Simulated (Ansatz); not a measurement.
## LiCu4Bi, from a guessed structure to a relaxed one

This structure for LiCu4Bi is made up. Its elements were placed in a known structure type with a cell scaled to their sizes. What cell does the guess relax to, and how far off was it?

Program: Ansatz 0.2.0. Level of theory: DFT, PBEsol, plane-wave PAW, files of the set soft_1, scalar-relativistic, ferromagnetic start, cell and ions relaxed at zero pressure; PAW set soft_1. Results are calculated unless marked as measured.

## 1. The structure

The structure is cubic, space group F-43m (No. 216). The conventional cell has a = 7.279 Å, b = 7.279 Å, c = 7.279 Å, α = 90.00°, β = 90.00°, γ = 90.00°. Nearest to Bi lie 12 Cu at 3.02 Å and 4 Li at 3.15 Å. Nearest to Cu lie 6 Cu at 2.54 to 2.61 Å and 3 Li at 3.01 Å and 3 Bi at 3.02 Å. Nearest to Li lie 12 Cu at 3.01 Å and 4 Bi at 3.15 Å. Farther neighbours are not listed.

Coordinates:

```cif
data_structure
_symmetry_space_group_name_H-M 'P 1'
_symmetry_Int_Tables_number 1
_cell_length_a 5.1470
_cell_length_b 5.1470
_cell_length_c 5.1470
_cell_angle_alpha 60.000
_cell_angle_beta 60.000
_cell_angle_gamma 60.000
_cell_volume 96.42
loop_
_atom_site_label
_atom_site_type_symbol
_atom_site_fract_x
_atom_site_fract_y
_atom_site_fract_z
_atom_site_occupancy
Bi1 Bi 0.00000 0.00000 0.00000 1
Cu2 Cu 0.62340 0.62340 0.12980 1
Cu3 Cu 0.62340 0.12980 0.62340 1
Cu4 Cu 0.62340 0.62340 0.62340 1
Cu5 Cu 0.12980 0.62340 0.62340 1
Li6 Li 0.25000 0.25000 0.25000 1
```

## 2. Relaxing cell and atoms

The guess takes its coordinates from another compound and its volume from a rule, so the cell and any free coordinates are relaxed together.

input.yaml reads:

```yaml
crystal:
  lattice:
    - [0.0, 3.6395, 3.6395]
    - [3.6395, 0.0, 3.6395]
    - [3.6395, 3.6395, 0.0]
  atoms:
    - { symbol: Bi, position: [0.0, 0.0, 0.0] }
    - { symbol: Cu, position: [0.6234, 0.6234, 0.1298], spin: 0.6 }
    - { symbol: Cu, position: [0.6234, 0.1298, 0.6234], spin: 0.6 }
    - { symbol: Cu, position: [0.6234, 0.6234, 0.6234], spin: 0.6 }
    - { symbol: Cu, position: [0.1298, 0.6234, 0.6234], spin: 0.6 }
    - { symbol: Li, position: [0.25, 0.25, 0.25] }
magnetization:
  spin_polarized: true
kpoints:
  mp_grid: { grid: [6, 6, 6] }
scf:
  occupations: { method: fermi_dirac, width: 0.05 }
hamiltonian:
  xc: pbesol
  pseudopotentials: { kind: paw, azcp: { folder: soft_1 }, xc_functional: pbe }
relax:
  f_tol: 0.015
  max_steps: 70
  cell: {}
output:
  forces: true
  stress: true
```

The run is started by

```console
ansatz run input.yaml --threads 4 --pin off --max-ram 10240MiB --backend cpu --events-out ev --progress --plain --runs-dir out
```

Numbers of over 12 decimals in the logs are rounded to 6 here.

Log:

```text
Engine: ansatz 0.2.0, aarch64-unknown-linux-gnu
Pseudopotentials: kind: paw
Pseudopotential: Bi, paw, valence charge 15, recommended cutoff 420 eV (normal), soft_1/Bi.paw.azcp
Pseudopotential: Cu, paw, valence charge 19, recommended cutoff 420 eV (normal), soft_1/Cu.paw.azcp
Pseudopotential: Li, paw, valence charge 3, recommended cutoff 420 eV (normal), soft_1/Li.paw.azcp
Functional definition: PBEsol
  exchange = pbesol_x
  correlation = pbesol_c
Crystal: 6 atoms, lattice volume = 96.417 Å³
Basis set: ecut = 420 eV, 1893 PW (Γ), exchange–correlation on 72×72×72 points (8 copies of the dense FFT grid, shifted against one another)
Bands: 58, of which v1, the nominal top of the filled ones, is band 47 counted from 1 (46 counted from 0)
Symmetry: 24 space group operations
Space group: F-43m (ITA 216), of the structure as read, at distance tolerance 4.6e-5 Å
Magnetic group: BNS 216.74 (UNI 1576), of the structure as read, at distance tolerance 4.6e-5 Å
k-points: 16 of 216 (time reversal used)
Non-local potential: Bi, projectors of the file, l = 0: 2, l = 1: 2, l = 2: 2, l = 3: 1
Non-local potential: Cu, projectors of the file, l = 0: 3, l = 1: 2, l = 2: 3, l = 3: 1
Non-local potential: Li, projectors of the file, l = 0: 3, l = 1: 2, l = 2: 1
PAW form: soft (Blöchl's): semilocal exchange-correlation on the pseudo side does not see the compensation charge
PAW frozen core: Bi, regenerated for the run's functional, and the local potential with it (the file was generated under x = pbe(κ = 0.804, μ = 0.219515), c = pbe(β = 0.066725))
PAW frozen core: Cu, regenerated for the run's functional, and the local potential with it (the file was generated under x = pbe(κ = 0.804, μ = 0.219515), c = pbe(β = 0.066725))
PAW one-centre angular grid: Bi, 590 points (default); XC on 64 Gauss nodes
PAW one-centre angular grid: Cu, 590 points (default); XC on 64 Gauss nodes
PAW one-centre angular grid: Li, 110 points (default); XC on 64 Gauss nodes
Initial density: superposition of atomic densities (chi_scale 0.1, normalization cell, long waves kept (reshape's long-wave potential 0.00 eV rms))
Starting moments: Σ|m| = 2.4 μB on 4 of 6 sites
Initial wavefunctions: pseudopotential atomic-orbital guess
Functional: x = pbesol(κ = 0.804, μ = 0.123457), c = pbesol(β = 0.046)
SCF iter   1: F=—  HF=-38808.716239 eV  |F-HF|=—  |Δ(HF+E_count)|=         —  Δρ=1.69e-1 (↑1.69e-1 ↓1.23e-1)  dr2=5.45e1  dr2_m=5.30e-1  M=1.319 μB ∫|m|=1.431 μB  β_m=0.30  ethr=3.10e-3  ⟨swp⟩=6.7  Hψ=6911  notcnv=0
preconditioner: auto → Kerker (q_TF=auto, 2.717 Å⁻¹)  [metal: Δε(μ)=0.066 eV  Ē_g=10.535 eV  σ=0.050 eV  W_gap=0.32  n_scr=26 (ndim 8)  ℏωp=29.3 eV  f_vac=0.000  D(μ)=5.65/eV (n_scr^D=58)]
spin=Collinear: Kerker preconditioning applied to the charge; magnetization (m = ρ↑ − ρ↓) channel mixes plain (no charge-response kernel on spin).
SCF iter   2: F=—  HF=-38803.957342 eV  |F-HF|=—  |Δ(HF+E_count)|=    4.76e0  Δρ=7.21e-2 (↑3.12e-2 ↓7.21e-2)  dr2=1.10e0  dr2_m=2.11e0  M=0.134 μB ∫|m|=0.337 μB  β_m=0.30  ethr=3.10e-3  ⟨swp⟩=3.8  Hψ=4698  notcnv=0  defer=104
SCF iter   3: F=—  HF=-38802.877819 eV  |F-HF|=—  |Δ(HF+E_count)|=    1.08e0  Δρ=4.94e-2 (↑4.94e-2 ↓2.30e-2)  dr2=1.23e0  dr2_m=1.05e0  M=0.133 μB ∫|m|=0.331 μB  β_m=0.30  ethr=1.17e-3  ⟨swp⟩=2.0  Hψ=3889  notcnv=0  defer=111
SCF iter   4: F=—  HF=-38802.578988 eV  |F-HF|=—  |Δ(HF+E_count)|=   2.99e-1  Δρ=3.12e-2 (↑2.22e-2 ↓3.12e-2)  dr2=4.36e-2  dr2_m=6.21e-1  M=0.078 μB ∫|m|=0.235 μB  β_m=0.30  ethr=1.17e-3  ⟨swp⟩=2.2  Hψ=3088  notcnv=0  defer=110
SCF iter   5: F=—  HF=-38802.660773 eV  |F-HF|=—  |Δ(HF+E_count)|=   8.18e-2  Δρ=3.54e-2 (↑6.25e-3 ↓3.54e-2)  dr2=5.12e-1  dr2_m=3.56e-1  M=0.052 μB ∫|m|=0.171 μB  β_m=0.30  ethr=4.64e-5  ⟨swp⟩=2.0  Hψ=3520  notcnv=0  defer=110
SCF iter   6: F=—  HF=-38802.622428 eV  |F-HF|=—  |Δ(HF+E_count)|=   3.83e-2  Δρ=1.97e-2 (↑1.02e-2 ↓1.97e-2)  dr2=7.71e-2  dr2_m=1.95e-1  M=0.039 μB ∫|m|=0.136 μB  β_m=0.30  ethr=4.64e-5  ⟨swp⟩=2.0  Hψ=3296  notcnv=0  defer=110
Mixer restart at iter 6: flushing history
spin-set hold released at iteration 6 (site moments contracting): the magnetisation degrees of freedom join the quasi-Newton model from the next iteration; the mixer history was flushed
SCF iter   7: F=—  HF=-38802.619962 eV  |F-HF|=—  |Δ(HF+E_count)|=   2.47e-3  Δρ=1.13e-2 (↑1.09e-2 ↓1.13e-2)  dr2=5.89e-3  dr2_m=1.07e-1  M=0.029 μB ∫|m|=0.110 μB  β_m=0.59  ethr=4.64e-5  ⟨swp⟩=2.0  Hψ=2549  notcnv=0  defer=110
SCF iter   8: F=—  HF=-38802.659995 eV  |F-HF|=—  |Δ(HF+E_count)|=   4.00e-2  Δρ=8.99e-3 (↑2.90e-3 ↓8.99e-3)  dr2=8.00e-2  dr2_m=8.53e-3  M=0.005 μB ∫|m|=0.040 μB  β_m=0.49  ethr=6.26e-6  ⟨swp⟩=2.0  Hψ=3492  notcnv=0  defer=110
SCF iter   9: F=—  HF=-38802.636203 eV  |F-HF|=—  |Δ(HF+E_count)|=   2.38e-2  Δρ=2.37e-3 (↑2.37e-3 ↓1.06e-3)  dr2=6.29e-3  dr2_m=3.89e-4  M=-0.001 μB ∫|m|=0.018 μB  β_m=0.75  ethr=6.26e-6  ⟨swp⟩=2.0  Hψ=3777  notcnv=0  defer=110
SCF iter  10: F=—  HF=-38802.635327 eV  |F-HF|=—  |Δ(HF+E_count)|=   8.75e-4  Δρ=2.63e-4 (↑2.63e-4 ↓2.09e-4)  dr2=1.14e-4  dr2_m=1.68e-6  M=-0.000 μB ∫|m|=0.001 μB  β_m=0.77  ethr=6.26e-6  ⟨swp⟩=1.6  Hψ=2117  notcnv=0  defer=110
SCF iter  11: F=—  HF=-38802.635501 eV  |F-HF|=—  |Δ(HF+E_count)|=   1.73e-4  Δρ=1.30e-4 (↑1.03e-4 ↓1.30e-4)  dr2=5.21e-5  dr2_m=3.51e-7  M=-0.000 μB ∫|m|=0.001 μB  β_m=0.89  ethr=1.21e-7  ⟨swp⟩=2.0  Hψ=2511  notcnv=0  defer=110
SCF iter  12: F=—  HF=-38802.635527 eV  |F-HF|=—  |Δ(HF+E_count)|=   2.64e-5  Δρ=4.85e-5 (↑4.85e-5 ↓4.59e-5)  dr2=1.16e-5  dr2_m=8.12e-9  M=-0.000 μB ∫|m|=0.000 μB  β_m=0.94  ethr=5.54e-8  ⟨swp⟩=2.2  Hψ=2692  notcnv=0  defer=110
SCF iter  13: F=—  HF=-38802.635523 eV  |F-HF|=—  |Δ(HF+E_count)|=   3.97e-6  Δρ=2.22e-5 (↑9.37e-6 ↓2.22e-5)  dr2=1.23e-6  dr2_m=5.47e-8  M=-0.000 μB ∫|m|=0.000 μB  β_m=0.97  ethr=1.24e-8  ⟨swp⟩=2.0  Hψ=2577  notcnv=0  defer=110
SCF iter  14: F=—  HF=-38802.635523 eV  |F-HF|=—  |Δ(HF+E_count)|=   2.83e-7  Δρ=4.23e-6 (↑1.59e-6 ↓4.23e-6)  dr2=3.24e-8  dr2_m=2.05e-9  M=0.000 μB ∫|m|=0.000 μB  β_m=0.99  ethr=1.06e-10  ⟨swp⟩=2.0  Hψ=6236  notcnv=0
SCF iter  15: F=-38802.635523 eV  HF=-38802.635523 eV  |F-HF|=5.68e-10  |Δ(HF+E_count)|=   5.25e-9  Δρ=5.16e-7 (↑5.16e-7 ↓3.96e-7)  dr2=9.29e-10  dr2_m=5.99e-12  M=-0.000 μB ∫|m|=0.000 μB  ethr=3.45e-11  ⟨swp⟩=3.0  Hψ=4044  notcnv=0
[...]
SCF iter   8: F=-38802.919096 eV  HF=-38802.919096 eV  |F-HF|=1.02e-8  |Δ(HF+E_count)|=   7.20e-9  Δρ=1.76e-6 (↑1.75e-6 ↓1.76e-6)  dr2=2.04e-8  dr2_m=3.69e-11  M=-0.000 μB ∫|m|=0.000 μB  ethr=2.10e-10  ⟨swp⟩=1.2  Hψ=4832  notcnv=0
the starting moments were not kept: the SCF closed with an absolute magnetisation of 5.8e-6 μB, where they sum to 2.4 μB in size (4 sites). That is at most 0.1 of that sum. Measured as dr2_m measures the in/out step, that magnetisation stands 4.5e-12 eV from none, at or under the dr2_threshold of 6.0e-7 eV: it is no larger than a step whose dr2_m would equal this threshold.
SCF 3 converged in 8 iterations: F = -38802.919096 eV  dr2 = 2.04e-8
  greatest PAW one-centre occupation: 1.000 electrons in one spin orbital (limit 2), on the Cu atom at site 2 (counted from 0), in its partial waves of l = 0
relax step   3: F+E_penalty+E_count = -38802.91909643 eV  Δ(F+E_penalty+E_count) = -4.288e-3 eV  max|allowed force component| = 1.064e-2 eV/Å  Δτ_max = 0.0003 Å  P = +0.248 GPa  Ω = 86.326 Å³  energy of the carried Pulay correction = +4.108e-3 eV  (8 SCF iters, dr2 threshold 6.00e-7 eV, accepted)
[...]
relax step   4: F+E_penalty+E_count = -38802.91912235 eV  Δ(F+E_penalty+E_count) = -2.592e-5 eV  max|allowed force component| = 1.637e-2 eV/Å  Δτ_max = 0.0025 Å  P = -0.005 GPa  Ω = 86.555 Å³  energy of the carried Pulay correction = +4.009e-3 eV  (7 SCF iters, dr2 threshold 1.53e-7 eV, accepted)
[...]
relax step   5: F+E_penalty+E_count = -38802.91920675 eV  Δ(F+E_penalty+E_count) = -8.440e-5 eV  max|allowed force component| = 1.089e-4 eV/Å  Δτ_max = 0.0015 Å  P = -0.000 GPa  Ω = 86.546 Å³  energy of the carried Pulay correction = +4.013e-3 eV  (6 SCF iters, dr2 threshold 1.68e-8 eV, accepted)
Initial wavefunctions: pseudopotential atomic-orbital guess (no wavefunctions were taken with the density)
iter 1 solved again at ethr=1.43e-8 eV; its pass at ethr=3.10e-3 eV (dr2=1.35e-5 eV) is discarded
SCF iter   1: F=—  HF=-38802.914735 eV  |F-HF|=—  |Δ(HF+E_count)|=         —  Δρ=7.93e-5 (↑7.93e-5 ↓7.93e-5)  dr2=7.24e-6  dr2_m=5.26e-12  M=-0.000 μB ∫|m|=0.000 μB  β_m=0.30  ethr=1.43e-8  ⟨swp⟩=3.4  Hψ=11824  notcnv=0
spin=Collinear: Kerker preconditioning applied to the charge; magnetization (m = ρ↑ − ρ↓) channel mixes plain (no charge-response kernel on spin).
SCF iter   2: F=—  HF=-38802.914725 eV  |F-HF|=—  |Δ(HF+E_count)|=   1.06e-5  Δρ=2.21e-4 (↑2.21e-4 ↓2.21e-4)  dr2=9.40e-5  dr2_m=2.89e-12  M=-0.000 μB ∫|m|=0.000 μB  β_m=0.53  ethr=7.70e-9  ⟨swp⟩=2.0  Hψ=3366  notcnv=0
SCF iter   3: F=—  HF=-38802.914734 eV  |F-HF|=—  |Δ(HF+E_count)|=   9.68e-6  Δρ=6.06e-5 (↑6.06e-5 ↓6.06e-5)  dr2=8.88e-6  dr2_m=7.07e-13  M=-0.000 μB ∫|m|=0.000 μB  β_m=0.77  ethr=7.70e-9  ⟨swp⟩=2.0  Hψ=3366  notcnv=0
SCF iter   4: F=—  HF=-38802.914722 eV  |F-HF|=—  |Δ(HF+E_count)|=   1.25e-5  Δρ=2.40e-5 (↑2.40e-5 ↓2.40e-5)  dr2=5.41e-7  dr2_m=9.71e-15  M=0.000 μB ∫|m|=0.000 μB  β_m=0.84  ethr=7.70e-9  ⟨swp⟩=2.0  Hψ=3362  notcnv=0
SCF iter   5: F=—  HF=-38802.914724 eV  |F-HF|=—  |Δ(HF+E_count)|=   2.59e-6  Δρ=3.85e-6 (↑3.85e-6 ↓3.85e-6)  dr2=3.09e-8  dr2_m=9.84e-15  M=-0.000 μB ∫|m|=0.000 μB  β_m=0.92  ethr=5.75e-10  ⟨swp⟩=2.0  Hψ=2630  notcnv=0
SCF iter   6: F=—  HF=-38802.914724 eV  |F-HF|=—  |Δ(HF+E_count)|=   7.84e-8  Δρ=8.19e-7 (↑8.14e-7 ↓8.19e-7)  dr2=4.94e-9  dr2_m=7.33e-15  M=0.000 μB ∫|m|=0.000 μB  β_m=0.96  ethr=3.28e-11  ⟨swp⟩=2.0  Hψ=2662  notcnv=0
SCF iter   7: F=—  HF=-38802.914724 eV  |F-HF|=—  |Δ(HF+E_count)|=  8.37e-10  Δρ=3.54e-7 (↑3.54e-7 ↓3.54e-7)  dr2=8.88e-10  dr2_m=1.37e-17  M=0.000 μB ∫|m|=0.000 μB  β_m=0.98  ethr=5.25e-12  ⟨swp⟩=1.8  Hψ=2277  notcnv=0
SCF iter   8: F=-38802.914724 eV  HF=-38802.914724 eV  |F-HF|=2.91e-11  |Δ(HF+E_count)|=  2.76e-10  Δρ=6.14e-8 (↑6.14e-8 ↓6.12e-8)  dr2=2.25e-11  dr2_m=5.60e-16  M=-0.000 μB ∫|m|=0.000 μB  ethr=1.00e-12  ⟨swp⟩=2.1  Hψ=6220  notcnv=0
the starting moments were not kept: the SCF closed with an absolute magnetisation of 1.3e-8 μB, where they sum to 2.4 μB in size (4 sites). That is at most 0.1 of that sum. Measured as dr2_m measures the in/out step, that magnetisation stands 1.8e-17 eV from none, at or under the dr2_threshold of 6.0e-11 eV: it is no larger than a step whose dr2_m would equal this threshold.
SCF 6 converged in 8 iterations: F = -38802.914724 eV  dr2 = 2.25e-11
relax step   6: F+E_penalty+E_count = -38802.91472434 eV  Δ(F+E_penalty+E_count) = +4.482e-3 eV  max|allowed force component| = 1.259e-4 eV/Å  Δτ_max = 0.0000 Å  P = +0.005 GPa  Ω = 86.546 Å³  stress off target by 4.66e-3 GPa  SCF on the basis re-selected at this cell (its energy is not comparable with the rows above)  (8 SCF iters)
basis re-selected at this cell: Δ(F+E_penalty+E_count) = +4.482e-3 eV, ΔP = +0.005 GPa vs the last step (what re-selecting the basis moved, of the pressure what is left beyond the Pulay correction that the steps carried, after the strain that the cell walked since its last selection, with what the two solves' SCF thresholds leave and, on support functions, any second-order correction that the steps lacked; it is no m [...]
SCF converged after 8 iterations
Magnetization: -0.0000 μB (47.0000 up, 47.0000 down)
Absolute magnetization: 0.0000 μB (∫|ρ↑−ρ↓|, with the PAW one-centre terms)
Spin contamination: 0.0000 ħ² per cell (⟨S²⟩ above its minimum at these occupations)
Per-site moments (μB) at R_I (Å): [(-1.9740223102653504e-9, 1.201736), (9.09223644176895e-10, 1.015262), (9.092239153582042e-10, 1.015262), (9.092237866942606e-10, 1.015262), (9.092234893696736e-10, 1.015262), (-4.884833851458304e-10, 1.199865)]
Free energy (F): -38802.914724 eV
Harris-Foulkes:  -38802.914724 eV  (|F-HF|=2.91e-11)
Internal energy: -38802.900134 eV  (E = F + TS)
E sigma→0 (E₀):  -38802.907429 eV
Entropy (-TS):   -0.014590 eV (-2.432 meV/atom)
Fermi energy:    13.629232 eV
--- Per-component energies (eV) ---
  E_band       = -1776.714123
  E_kinetic    = 1324.711325
  E_local      = -22939.992552  (includes V_loc(G=0)·N_el)
  E_nonlocal   = 3962.219692
  E_hartree    = 9829.541141
  E_xc         = -434.273237
  E_vxc        = -499.118207  (∫ρ·V_xc dr)
  E_paw        = -17653.774305  (= ΣΔE_a)
  E_vpaw       = -3283.621537  (= ΣTr[D̂ρ^β])
  E_aug_tail   = 0.004661  (compensation charges beyond the density's cutoff)
  E_ewald      = -12892.251463
  E_core_change = 0.914605  (= ΣΔE_core)
  E_smearing   = -0.014590  (= −TS)
  E_closure    = 0.000000  (closes the sum)
  Σ components = -38802.914724   (vs F -38802.914724, Δ=0.00e0)
--- Forces (eV/Å), atoms counted from 1 ---
  atom   1  Bi     0.00000000     0.00000000     0.00000000
  atom   2  Cu    -0.00012593    -0.00012593     0.00012593
  atom   3  Cu    -0.00012593     0.00012593    -0.00012593
  atom   4  Cu     0.00012593     0.00012593     0.00012593
  atom   5  Cu     0.00012593    -0.00012593    -0.00012593
  atom   6  Li     0.00000000     0.00000000     0.00000000
  max |Σ_I F_I| component: 1.51e-16 eV/Å
--- Stress (GPa, compression-positive) ---
        0.004659      -0.000000       0.000000
       -0.000000       0.004659       0.000000
        0.000000       0.000000       0.004659
  P = ⅓ Tr σ = 0.0047 GPa (0.047 kbar)
--- Relaxed structure (5 steps of the walk, 5 accepted, 1 SCFs on fresh bases) ---
  F+E_penalty+E_count = -38802.91472434 eV   max|allowed force component| = 1.259e-4 eV/Å   (the final SCF, on the basis selected at the relaxed cell)
  cell:  # Å, volume = 86.5463 Å³
    - [0, 3.510801, 3.510801]
    - [3.510801, 0, 3.510801]
    - [3.510801, 3.510801, 0]
  atoms:
    - { symbol: Bi, position: [0, 0, 0] }
    - { symbol: Cu, position: [0.623929, 0.623929, 0.128213] }
    - { symbol: Cu, position: [0.623929, 0.128213, 0.623929] }
    - { symbol: Cu, position: [0.623929, 0.623929, 0.623929] }
    - { symbol: Cu, position: [0.128213, 0.623929, 0.623929] }
    - { symbol: Li, position: [0.25, 0.25, 0.25] }
```

Elapsed: 24 s, on 4 threads of Arm Neoverse V2, shared host; peak memory 0.48 GiB; 93 s of CPU time.

The steps of the relaxation:

| step | energy less that of the first step (eV) | largest force component (eV/Å) | pressure (GPa) | volume (Å³) |
| --- | --- | --- | --- | --- |
| 1 | 0.0000 | 0.0269 | -8.18 | 96.42 |
| 2 | -0.2793 | 0.0163 | -1.16 | 87.61 |
| 3 | -0.2836 | 0.0106 | 0.25 | 86.33 |
| 4 | -0.2836 | 0.0164 | -0.01 | 86.55 |
| 5 | -0.2837 | 0.0001 | 0.00 | 86.55 |
| 6* | -0.2792 | 0.0001 | 0.00 | 86.55 |

Relaxation steps marked * repeat the geometry before them on a plane-wave basis chosen anew for their cell, so energy and pressure can jump there.

Forces are held to the 24 operations that the run works with; a distortion that breaks them can't arise in this run.

| conventional cell, symmetrised | before | after | change |
| --- | --- | --- | --- |
| a (Å) | 7.279 | 7.022 | -3.5 % |
| b (Å) | 7.279 | 7.022 | -3.5 % |
| c (Å) | 7.279 | 7.022 | -3.5 % |
| volume (Å³/atom) | 16.07 | 14.42 | -10.2 % |

The relaxed structure:

```xyz
6
Lattice="0.0000 3.5108 3.5108 3.5108 0.0000 3.5108 3.5108 3.5108 0.0000" Properties=species:S:1:pos:R:3 pbc="T T T"
Bi    0.0000    0.0000    0.0000
Cu    2.6406    2.6406    4.3810
Cu    2.6406    4.3810    2.6406
Cu    4.3810    4.3810    4.3810
Cu    4.3810    2.6406    2.6406
Li    1.7554    1.7554    1.7554
```

Numbers from this step:

* free energy: -38802.9147 eV
* energy at zero smearing: -38802.9074 eV
* smearing term TS: 0.01459 eV
* Fermi energy: 13.63 eV
* electrons: 94
* symmetry operations: 24
* pressure: 0.004659 GPa

The shortest distance of each pair, which need not be the same contact before and after:

| pair | guess (Å) | relaxed (Å) |
| --- | --- | --- |
| Cu–Cu | 2.541 | 2.461 |
| Cu–Li | 3.014 | 2.909 |
| Bi–Cu | 3.021 | 2.913 |
| Bi–Li | 3.152 | 3.040 |
| Bi–Bi | 5.147 | 4.965 |

The relaxation ends with a largest force component of 1.3e-4 eV/Å and a pressure of 0.00 GPa. The starting moments have collapsed: the run ends non-magnetic.

## 3. Outcome

```yaml
space_group_relaxed: F-43m
conventional_cell: a = 7.022, b = 7.022, c = 7.022 Å; α = 90.0°, β = 90.0°, γ = 90.0°
volume_per_atom: 14.42 Å³ (guess 16.07)
total_moment: 0.00 μB in the cell of 6 atoms
```

**Reading.** LiCu4Bi relaxes to F-43m with a = 7.022, b = 7.022 and c = 7.022 Å. The guessed volume was 11 % too large. The space group F-43m was held in the relaxation, so the end point is a stationary structure within it and may be a saddle against distortions or other arrangements. The moments died out from this one start and weren't seeded again at the relaxed cell. Mesh and cutoff weren't tested. Spin-orbit coupling is left out, which can matter for elements this heavy. No dispersion term is used, so weakly bound directions may come out too long. Nothing here tests whether the compound is stable against decomposition.

[Logs are printed without paths, hosts, clocks, repeated set-up lines and the standing remarks that a program may print on its own settings, such as how far it seeks lower states.]

[Hosts, paths, dates, database ids (printed as entryN), source tags and the programs' standing remarks are cut or masked in the printed files.]
